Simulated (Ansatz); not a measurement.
System: CaTiN2 (Pmmn).

Symmetry: Pmmn, No. 59, orthorhombic system. The conventional cell has a = 3.613 Å, b = 3.937 Å, c = 7.542 Å, α = 90.00°, β = 90.00°, γ = 90.00°. Ca has 7 N at 2.37 to 3.02 Å nearest. Nearest to Ti lie 5 N at 1.84 to 2.03 Å. Nearest to N lie 4 Ti at 2.02 to 2.03 Å and 2 Ca at 3.02 Å. N has 1 Ti at 1.84 Å and 5 Ca at 2.37 to 2.67 Å nearest. Farther neighbours, and contacts between anions beyond the nearest, are not listed.

```xyz
8
Lattice="3.6131 0.0000 0.0000 0.0000 3.9365 0.0000 0.0000 0.0000 7.5421" Properties=species:S:1:pos:R:3 pbc="T T T"
Ca    0.0000    1.9683    6.4081
Ca    1.8066    0.0000    1.1340
Ti    0.0000    1.9683    3.0738
Ti    1.8066    0.0000    4.4683
N     1.8066    1.9683    3.9847
N     0.0000    0.0000    3.5574
N     0.0000    1.9683    1.2384
N     1.8066    0.0000    6.3037
```

Geometry: measured cell, ions relaxed with r2SCAN. The runs that relaxed it are not among those shown. PAW set soft_2, made with PBE.

Gaps computed with Ansatz 0.2.0 without a self-energy: r2SCAN 1.07 eV, HSE06 1.83 eV and PBE0 2.53 eV. The mean ε∞ by r2SCAN perturbation theory is 7.54.

**Question.** Estimate the G0W0@r2SCAN gap with 4×4×2 mesh, 688 empty bands, screening to 200 eV, default PAW files.

About 1.90 eV: on its mesh the run moves the gap from 1.07 eV by +0.83 eV. A band edge moves to another state on the way. Among the scalar-relativistic levels given, HSE06 is nearest (−0.07 eV). One-shot corrections scale roughly with one over ε∞, here 0.13. Bands and cutoff are finite, so the gap stands short of the basis limit, usually by up to a few tenths of an eV; the mesh is an error of its own. The 4×4×2 mesh is coarse for this cell (its supercell is 14 Å along the shortest edge). The RPA ε∞ on it, from the r2SCAN start, is 6.65, 9.23 and 10.55; such meshes misread the long-range screening, most where the gap is narrow.

[Long decimals in the printed logs are rounded to 6 places.]

[Logs are printed without paths, hosts, clocks, repeated set-up lines and the standing remarks that a program may print on its own settings, such as how far it seeks lower states.]

[Paths, hosts, dates, memory and timing lines, banners, echoed tables and standing remarks are left out of the program output; an Ansatz launch command may be rebuilt from the run's recorded settings. Measured values are a selection of at most five: reports struck by readers or far from the other reports are left out. None is set beside runs whose start may be inverted or whose files or cutoffs have a known fault.]

[Runs of the session that timed out or met a known fault of the program may be left out.]

[Cells called generated may have been cut or substituted from an entry of the Crystallography Open Database or the Materials Project.]

[Hosts, paths, dates, database ids (printed as entryN), source tags and the programs' standing remarks are cut or masked in the printed files.]

[Where the starting crystal was built by hand or by swapping elements, it need not be the compound's stable phase.]
